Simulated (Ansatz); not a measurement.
# K on Pt(111): change of the work function, part 2 of 3

Wanted: Δφ(θ) for K/Pt(111), starting from the fcc site.

Ansatz 0.2.0; plane-wave DFT, PBE, Ansatz PAW.

So far, work function, upper face (eV): step 2 (the clean slab) 5.70.

## Step 3: The covered slab, k-mesh 4×4×1, coverage 0.111 ML

System of this step: KPt36 (K/Pt(111)). The cell holds 37 atoms: 36 Pt and 1 K. Cell: a = 8.316 Å, b = 8.316 Å, c = 28.009 Å, α = 90.0°, β = 90.0°, γ = 60.0°. Vacuum lies along c.

The clean slab as it ended is repeated in the plane and the adsorbate is set on one face; the cell's size fixes the coverage, and the k-mesh shrinks with it to keep the sampling density about even. Adsorbate and upper layers relax, since the dipole depends on the height.

Input file input.yaml:

```yaml
crystal:
  lattice:
    - [8.3155757468, 1.0e-10, 0.0]
    - [4.1577878733, 7.2014998438, 0.0]
    - [0.0, 0.0, 28.0088629487]
  atoms:
    - { symbol: Pt, position: [0.0, 0.0, 0.3213268606] }
    - { symbol: Pt, position: [0.1111111111, 0.1111111111, 0.4021303213] }
    - { symbol: Pt, position: [0.2222222222, 0.2222222222, 0.4844885198] }
    - { symbol: Pt, position: [0.0, 0.0, 0.5678735864] }
    - { symbol: Pt, position: [0.0, 0.3333333333, 0.3213268606] }
    - { symbol: Pt, position: [0.1111111111, 0.4444444444, 0.4021303213] }
    - { symbol: Pt, position: [0.2222222222, 0.5555555556, 0.4844885198] }
    - { symbol: Pt, position: [0.0, 0.3333333333, 0.5678735864] }
    - { symbol: Pt, position: [0.0, 0.6666666667, 0.3213268606] }
    - { symbol: Pt, position: [0.1111111111, 0.7777777778, 0.4021303213] }
    - { symbol: Pt, position: [0.2222222222, 0.8888888889, 0.4844885198] }
    - { symbol: Pt, position: [0.0, 0.6666666667, 0.5678735864] }
    - { symbol: Pt, position: [0.3333333333, 0.0, 0.3213268606] }
    - { symbol: Pt, position: [0.4444444444, 0.1111111111, 0.4021303213] }
    - { symbol: Pt, position: [0.5555555556, 0.2222222222, 0.4844885198] }
    - { symbol: Pt, position: [0.3333333333, 0.0, 0.5678735864] }
    - { symbol: Pt, position: [0.3333333333, 0.3333333333, 0.3213268606] }
    - { symbol: Pt, position: [0.4444444444, 0.4444444444, 0.4021303213] }
    - { symbol: Pt, position: [0.5555555556, 0.5555555556, 0.4844885198] }
    - { symbol: Pt, position: [0.3333333333, 0.3333333333, 0.5678735864] }
    - { symbol: Pt, position: [0.3333333333, 0.6666666667, 0.3213268606] }
    - { symbol: Pt, position: [0.4444444444, 0.7777777778, 0.4021303213] }
    - { symbol: Pt, position: [0.5555555556, 0.8888888889, 0.4844885198] }
    - { symbol: Pt, position: [0.3333333333, 0.6666666667, 0.5678735864] }
    - { symbol: Pt, position: [0.6666666667, 0.0, 0.3213268606] }
    - { symbol: Pt, position: [0.7777777778, 0.1111111111, 0.4021303213] }
    - { symbol: Pt, position: [0.8888888889, 0.2222222222, 0.4844885198] }
    - { symbol: Pt, position: [0.6666666667, 0.0, 0.5678735864] }
    - { symbol: Pt, position: [0.6666666667, 0.3333333333, 0.3213268606] }
    - { symbol: Pt, position: [0.7777777778, 0.4444444444, 0.4021303213] }
    - { symbol: Pt, position: [0.8888888889, 0.5555555556, 0.4844885198] }
    - { symbol: Pt, position: [0.6666666667, 0.3333333333, 0.5678735864] }
    - { symbol: Pt, position: [0.6666666667, 0.6666666667, 0.3213268606] }
    - { symbol: Pt, position: [0.7777777778, 0.7777777778, 0.4021303213] }
    - { symbol: Pt, position: [0.8888888889, 0.8888888889, 0.4844885198] }
    - { symbol: Pt, position: [0.6666666667, 0.6666666667, 0.5678735864] }
    - { symbol: K, position: [0.1111111111, 0.1111111111, 0.6786731394] }
kpoints:
  mp_grid: { grid: [4, 4, 1] }
hamiltonian:
  xc: pbe
scf:
  occupations: { method: fermi_dirac, width: 0.1 }
  convergence: { dr2_threshold: 1.0e-08 }
efield:
  axis: 3
  dipole_correction: true
  ramp_position: 0.97
  ramp_width: 0.06
relax:
  f_tol: 0.02
  max_steps: 60
  constraints:
    - { sites: [0, 1, 4, 5, 8, 9, 12, 13, 16, 17, 20, 21, 24, 25, 28, 29, 32, 33] }
output:
  write_potential: true
  write_density: true
  volumetric_format: npy
```

Launch:

```
$ ansatz run input.yaml --threads 4 --pin off --max-ram 16384MiB --backend cpu --events-out ev --progress --plain --runs-dir out
```

Numbers of over 12 decimals in the logs are rounded to 6 here.

The log of the run:

```text
[...]
Crystal: 37 atoms, lattice volume = 1677.300 Å³
Basis set: ecut = 420 eV, 32769 PW (Γ), exchange–correlation on 120×120×384 points (8 copies of the dense FFT grid, shifted against one another)
Bands: 395, of which v1, the nominal top of the filled ones, is band 329 counted from 1 (328 counted from 0)
Symmetry: 6 space group operations
[...]
k-points: 4 of 16 (time reversal used)
[...]
SCF iter   1: F=—  HF=-452358.781721 eV  |F-HF|=—  |Δ(HF+E_count)|=         —  Δρ=6.42e-3  dr2=6.89e0  ethr=1.77e-3  p=1.172 e·Å  D=1.26e-1 V/Å  ΔV_dip=-3.54 eV  dr2_dipole=1.50e0  V_vac-E_F(+/−)=1.65/5.19 eV  ⟨swp⟩=7.2  Hψ=6263  notcnv=0  defer=87
[...]
SCF iter  13: F=-452358.702432 eV  HF=-452358.702432 eV  |F-HF|=4.66e-10  |Δ(HF+E_count)|=   2.89e-8  Δρ=4.00e-7  dr2=7.40e-9  ethr=1.52e-12  p=1.265 e·Å  D=1.36e-1 V/Å  ΔV_dip=-3.82 eV  dr2_dipole=1.08e-12  V_vac-E_F(+/−)=1.82/5.65 eV  ⟨swp⟩=8.5  Hψ=9460  notcnv=0
SCF 1 converged in 13 iterations: F = -452358.702432 eV  dr2 = 7.40e-9
[...]
relax step   1: F+E_penalty+E_count = -452358.70243241 eV  Δ(F+E_penalty+E_count) = +0.000e0 eV  max|allowed force component| = 7.662e-1 eV/Å  Δτ_max = 0.0000 Å  (13 SCF iters, accepted)
[...]
SCF iter  11: F=-452358.791211 eV  HF=-452358.791211 eV  |F-HF|=7.33e-9  |Δ(HF+E_count)|=   2.82e-8  Δρ=4.28e-7  dr2=7.98e-9  ethr=1.52e-12  p=1.170 e·Å  D=1.26e-1 V/Å  ΔV_dip=-3.53 eV  dr2_dipole=3.71e-11  V_vac-E_F(+/−)=2.12/5.65 eV  ⟨swp⟩=9.0  Hψ=10073  notcnv=0
SCF 2 converged in 11 iterations: F = -452358.791211 eV  dr2 = 7.98e-9
[...]
relax step   2: F+E_penalty+E_count = -452358.79121126 eV  Δ(F+E_penalty+E_count) = -8.878e-2 eV  max|allowed force component| = 5.196e-1 eV/Å  Δτ_max = 0.1321 Å  (11 SCF iters, accepted)
SCF iter   1: F=—  HF=-452358.856080 eV  |F-HF|=—  |Δ(HF+E_count)|=         —  Δρ=1.35e-3  dr2=8.61e-2  ethr=6.66e-4  p=1.170 e·Å  D=1.26e-1 V/Å  ΔV_dip=-3.53 eV  dr2_dipole=1.88e-2  V_vac-E_F(+/−)=2.12/5.65 eV  ⟨swp⟩=4.5  Hψ=3366  notcnv=0  defer=127
[...]
SCF iter  11: F=-452358.848327 eV  HF=-452358.848327 eV  |F-HF|=1.16e-8  |Δ(HF+E_count)|=   5.65e-8  Δρ=3.14e-7  dr2=3.74e-9  ethr=1.52e-12  p=1.051 e·Å  D=1.13e-1 V/Å  ΔV_dip=-3.17 eV  dr2_dipole=1.42e-10  V_vac-E_F(+/−)=2.47/5.65 eV  ⟨swp⟩=9.0  Hψ=9482  notcnv=0
SCF 3 converged in 11 iterations: F = -452358.848327 eV  dr2 = 3.74e-9
relax step   3: F+E_penalty+E_count = -452358.84832665 eV  Δ(F+E_penalty+E_count) = -5.712e-2 eV  max|allowed force component| = 4.431e-2 eV/Å  Δτ_max = 0.1955 Å  (11 SCF iters, accepted)
SCF iter   1: F=—  HF=-452358.851229 eV  |F-HF|=—  |Δ(HF+E_count)|=         —  Δρ=4.65e-4  dr2=2.02e-3  ethr=2.18e-6  p=1.051 e·Å  D=1.13e-1 V/Å  ΔV_dip=-3.17 eV  dr2_dipole=5.91e-6  V_vac-E_F(+/−)=2.47/5.65 eV  ⟨swp⟩=3.0  Hψ=2937  notcnv=0  defer=134
[...]
SCF iter   9: F=-452358.849282 eV  HF=-452358.849282 eV  |F-HF|=1.17e-8  |Δ(HF+E_count)|=   2.64e-8  Δρ=3.85e-7  dr2=8.09e-9  ethr=1.52e-12  p=1.051 e·Å  D=1.13e-1 V/Å  ΔV_dip=-3.18 eV  dr2_dipole=8.79e-10  V_vac-E_F(+/−)=2.47/5.65 eV  ⟨swp⟩=9.0  Hψ=9842  notcnv=0
SCF 4 converged in 9 iterations: F = -452358.849282 eV  dr2 = 8.09e-9
relax step   4: F+E_penalty+E_count = -452358.84928210 eV  Δ(F+E_penalty+E_count) = -9.554e-4 eV  max|allowed force component| = 1.355e-2 eV/Å  Δτ_max = 0.0079 Å  (9 SCF iters, accepted)
NSCF: frozen V_eff on 4 k-points
[...]
WARN: The output density's exchange-correlation potential varies sharply where the density is thin. Do not read a vacuum level from v_tot or v_xc, or from such a field of the output density. On a cell that repeats whose density bears no net charge and no dipole along the vacuum's axis use v_es (v_loc + v_h of the components); under efield.dipole_correction with no amplitude use v_es + v_field, which holds any externa [...]
SCF converged after 9 iterations
Free energy (F): -452358.849282 eV
[...]
Internal energy: -452356.916791 eV  (E = F + TS)
E sigma→0 (E₀):  -452357.883037 eV
Entropy (-TS):   -1.932491 eV (-52.229 meV/atom)
Fermi energy:    4.960738 eV
Dipole field:    D = 0.113414 V/Å  (p = 1.051276 e·Å, saw-weighted, corrected)
Work function:   Φ+ = 2.4716 eV   Φ− = 5.6482 eV
[...]
--- Forces (eV/Å), atoms counted from 1 ---
  atom   1  Pt     0.00579593     0.00334628    -0.48322906
  atom   2  Pt     0.00000000     0.00000000     0.48378285
  atom   3  Pt     0.00101615     0.00058668     0.01196815
  atom   4  Pt     0.00104530     0.00060351    -0.00167987
  atom   5  Pt     0.00000000    -0.00669256    -0.48322906
  atom   6  Pt     0.01340980     0.01228631     0.47597542
  atom   7  Pt     0.00351558    -0.00202972     0.01355276
  atom   8  Pt     0.00000000    -0.00120701    -0.00167987
  atom   9  Pt     0.00013248    -0.00007649    -0.47637741
  atom  10  Pt    -0.00393535    -0.01775638     0.47597542
  atom  11  Pt     0.00000000    -0.00117335     0.01196815
  atom  12  Pt     0.00233863    -0.00135021    -0.00317955
  atom  13  Pt    -0.00579593     0.00334628    -0.48322906
  atom  14  Pt     0.01734515     0.00547008     0.47597542
  atom  15  Pt    -0.00000000     0.00405945     0.01355276
  atom  16  Pt    -0.00104530     0.00060351    -0.00167987
  atom  17  Pt    -0.00094563    -0.00054596    -0.47787453
  atom  18  Pt     0.00000000     0.00000000     0.52242966
  atom  19  Pt    -0.00351558    -0.00202972     0.01355276
  atom  20  Pt    -0.00009591    -0.00005537    -0.00774354
  atom  21  Pt    -0.00000000     0.00109192    -0.47787453
  atom  22  Pt     0.00393535    -0.01775638     0.47597542
  atom  23  Pt    -0.00281086     0.00162285     0.00959818
  atom  24  Pt    -0.00000000     0.00011074    -0.00774354
  atom  25  Pt    -0.00000000     0.00015298    -0.47637741
  atom  26  Pt    -0.01734515     0.00547008     0.47597542
  atom  27  Pt    -0.00101615     0.00058668     0.01196815
  atom  28  Pt    -0.00000000     0.00270042    -0.00317955
  atom  29  Pt     0.00094563    -0.00054596    -0.47787453
  atom  30  Pt    -0.01340980     0.01228631     0.47597542
  atom  31  Pt     0.00000000    -0.00324570     0.00959818
  atom  32  Pt     0.00009591    -0.00005537    -0.00774354
  atom  33  Pt    -0.00013248    -0.00007649    -0.47637741
  atom  34  Pt     0.00000000     0.00000000     0.37904345
  atom  35  Pt     0.00281086     0.00162285     0.00959818
  atom  36  Pt    -0.00233863    -0.00135021    -0.00317955
  atom  37  K      0.00000000     0.00000000     0.00378566
  max |Σ_I F_I| component: 4.34e-7 eV/Å
--- Band table (eV) ---
  k-point 0: bands = [... 325 lower, 4.5987, 4.5987, 4.6103, 4.6103, 4.6124, 4.6193, 4.6193, 4.6617, ... 62 higher]
  k-point 1: bands = [... 325 lower, 4.8264, 4.8325, 4.8341, 4.8553, 4.9333, 4.9781, 5.0296, 5.0296, ... 62 higher]
  k-point 2: bands = [... 325 lower, 4.9561, 4.9561, 4.9571, 4.9656, 4.9664, 5.1363, 5.2619, 5.2632, ... 62 higher]
  k-point 3: bands = [... 325 lower, 4.8433, 4.9887, 5.0551, 5.0576, 5.0857, 5.0888, 5.1082, 5.1176, ... 62 higher]
--- Relaxed structure (4 steps of the walk, 4 accepted, 0 SCFs on fresh bases) ---
  F+E_penalty+E_count = -452358.84928210 eV   max|allowed force component| = 1.355e-2 eV/Å
  atoms:
    - { symbol: Pt, position: [1.1111113280699718e-11, 1.111111328069972e-11, 0.3213268606] }
    - { symbol: Pt, position: [0.111111, 0.111111, 0.402130] }
    - { symbol: Pt, position: [0.222368, 0.222368, 0.484527] }
    - { symbol: Pt, position: [-0.000764738, -0.000764738, 0.567857] }
    - { symbol: Pt, position: [1.1111112030448567e-11, 0.333333, 0.3213268606] }
    - { symbol: Pt, position: [0.111111, 0.444444, 0.402130] }
    - { symbol: Pt, position: [0.222368, 0.555483, 0.484828] }
    - { symbol: Pt, position: [-0.000764738, 0.334863, 0.567857] }
    - { symbol: Pt, position: [-2.2222168549745902e-11, 0.666667, 0.3213268606] }
    - { symbol: Pt, position: [0.111111, 0.777778, 0.402130] }
    - { symbol: Pt, position: [0.222368, 0.888598, 0.484527] }
    - { symbol: Pt, position: [-9.057490703778814e-5, 0.666712, 0.568426] }
    - { symbol: Pt, position: [0.333333, 1.1111113280699718e-11, 0.3213268606] }
    - { symbol: Pt, position: [0.444444, 0.111111, 0.402130] }
    - { symbol: Pt, position: [0.555483, 0.222368, 0.484828] }
    - { symbol: Pt, position: [0.334863, -0.000764738, 0.567857] }
    - { symbol: Pt, position: [0.333333, 0.333333, 0.3213268606] }
    - { symbol: Pt, position: [0.444444, 0.444444, 0.402130] }
    - { symbol: Pt, position: [0.555483, 0.555483, 0.484828] }
    - { symbol: Pt, position: [0.333377, 0.333377, 0.568797] }
    - { symbol: Pt, position: [0.333333, 0.666667, 0.3213268606] }
    - { symbol: Pt, position: [0.444444, 0.777778, 0.402130] }
    - { symbol: Pt, position: [0.556062, 0.888636, 0.484431] }
    - { symbol: Pt, position: [0.333377, 0.666579, 0.568797] }
    - { symbol: Pt, position: [0.666667, -2.22222043069289e-11, 0.3213268606] }
    - { symbol: Pt, position: [0.777778, 0.111111, 0.402130] }
    - { symbol: Pt, position: [0.888598, 0.222368, 0.484527] }
    - { symbol: Pt, position: [0.666712, -9.057490703781586e-5, 0.568426] }
    - { symbol: Pt, position: [0.666667, 0.333333, 0.3213268606] }
    - { symbol: Pt, position: [0.777778, 0.444444, 0.402130] }
    - { symbol: Pt, position: [0.888636, 0.556062, 0.484431] }
    - { symbol: Pt, position: [0.666579, 0.333377, 0.568797] }
    - { symbol: Pt, position: [0.666667, 0.666667, 0.3213268606] }
    - { symbol: Pt, position: [0.777778, 0.777778, 0.402130] }
    - { symbol: Pt, position: [0.888636, 0.888636, 0.484431] }
    - { symbol: Pt, position: [0.666712, 0.666712, 0.568426] }
    - { symbol: K, position: [0.111111, 0.111111, 0.666889] }
```

Elapsed: 11 min, on 4 threads of Arm Neoverse V1, shared host; peak memory 11 GiB; 32 min of CPU time.

Relaxation path:

| step | energy less that of the first step (eV) | largest force component (eV/Å) |
| --- | --- | --- |
| 1 | 0.0000 | 0.7662 |
| 2 | -0.0888 | 0.5196 |
| 3 | -0.1459 | 0.0443 |
| 4 | -0.1468 | 0.0136 |

The run keeps the 6 symmetry operations that it works with, so distortions that break them were not tested.

The atoms that moved most (Å):

| atom | dx | dy | dz | length |
| --- | --- | --- | --- | --- |
| K37 | 0.000 | 0.000 | -0.330 | 0.330 |
| Pt24 | 0.000 | -0.001 | 0.026 | 0.026 |
| Pt32 | -0.001 | 0.000 | 0.026 | 0.026 |
| Pt20 | 0.001 | 0.000 | 0.026 | 0.026 |
| Pt36 | 0.001 | 0.000 | 0.015 | 0.015 |
| Pt28 | 0.000 | -0.001 | 0.015 | 0.015 |
| Pt12 | -0.001 | 0.000 | 0.015 | 0.015 |
| Pt4 | -0.010 | -0.006 | 0.000 | 0.011 |

Final coordinates:

```xyz
37
Lattice="8.3156 0.0000 0.0000 4.1578 7.2015 0.0000 0.0000 0.0000 28.0089" Properties=species:S:1:pos:R:3
Pt    0.0000    0.0000    9.0000
Pt    1.3859    0.8002   11.2632
Pt    2.7737    1.6014   13.5710
Pt   -0.0095   -0.0055   15.9050
Pt    1.3859    2.4005    9.0000
Pt    2.7719    3.2007   11.2632
Pt    4.1587    4.0003   13.5795
Pt    1.3859    2.4115   15.9050
Pt    2.7719    4.8010    9.0000
Pt    4.1578    5.6012   11.2632
Pt    5.5437    6.3992   13.5710
Pt    2.7713    4.8013   15.9210
Pt    2.7719    0.0000    9.0000
Pt    4.1578    0.8002   11.2632
Pt    5.5437    1.6014   13.5795
Pt    2.7814   -0.0055   15.9050
Pt    4.1578    2.4005    9.0000
Pt    5.5437    3.2007   11.2632
Pt    6.9287    4.0003   13.5795
Pt    4.1583    2.4008   15.9314
Pt    5.5437    4.8010    9.0000
Pt    6.9296    5.6012   11.2632
Pt    8.3187    6.3995   13.5684
Pt    5.5437    4.8004   15.9314
Pt    5.5437    0.0000    9.0000
Pt    6.9296    0.8002   11.2632
Pt    8.3138    1.6014   13.5710
Pt    5.5437   -0.0007   15.9210
Pt    6.9296    2.4005    9.0000
Pt    8.3156    3.2007   11.2632
Pt    9.7015    4.0045   13.5684
Pt    6.9291    2.4008   15.9314
Pt    8.3156    4.8010    9.0000
Pt    9.7015    5.6012   11.2632
Pt   11.0843    6.3995   13.5684
Pt    8.3161    4.8013   15.9210
K     1.3859    0.8002   18.6788
```

Numbers from this step:

```
energy at zero smearing        : -452357.8830 eV
work function, upper face      : 2.472 eV
work function, lower face      : 5.648 eV
dipole along the normal        : 1.051 e·Å
step between the vacuum levels : -3.177 eV
```

Running mean over 2.263 Å of the planar mean; the ramp of the sawtooth is left out. Table of electron's electrostatic potential energy less the Fermi level by z:

```csv
z (Å),electron's electrostatic potential energy less the Fermi level (eV)
4,5.65
5,5.64
6,5.59
7,4.59
8,-4.99
9,-11.6
10,-12.1
11,-12.2
12,-11.8
13,-11.9
14,-11.7
15,-11.0
16,-11.4
17,-4.46
18,2.57
19,2.13
20,2.23
21,2.46
22,2.47
23,2.47
24,2.47
```

The relaxation took 4 steps and lowered the energy by 0.15 eV; the largest force on the free atoms ends at 0.014 eV/Å.

The covered face has 2.47 eV, -3.23 eV against the clean one; the bare back face has moved by -0.02 eV, a measure of how thin the slab is.

[end of part 2 of 3]

[Logs are printed without paths, hosts, clocks, repeated set-up lines and the standing remarks that a program may print on its own settings, such as how far it seeks lower states.]

[Hosts, paths, dates, database ids (printed as entryN), source tags and the programs' standing remarks are cut or masked in the printed files.]

[Maps of the electrostatic potential energy from Ansatz leave out the sawtooth potential of an applied field or a dipole correction, so their vacuum need not be flat; planar profiles and work functions include it.]
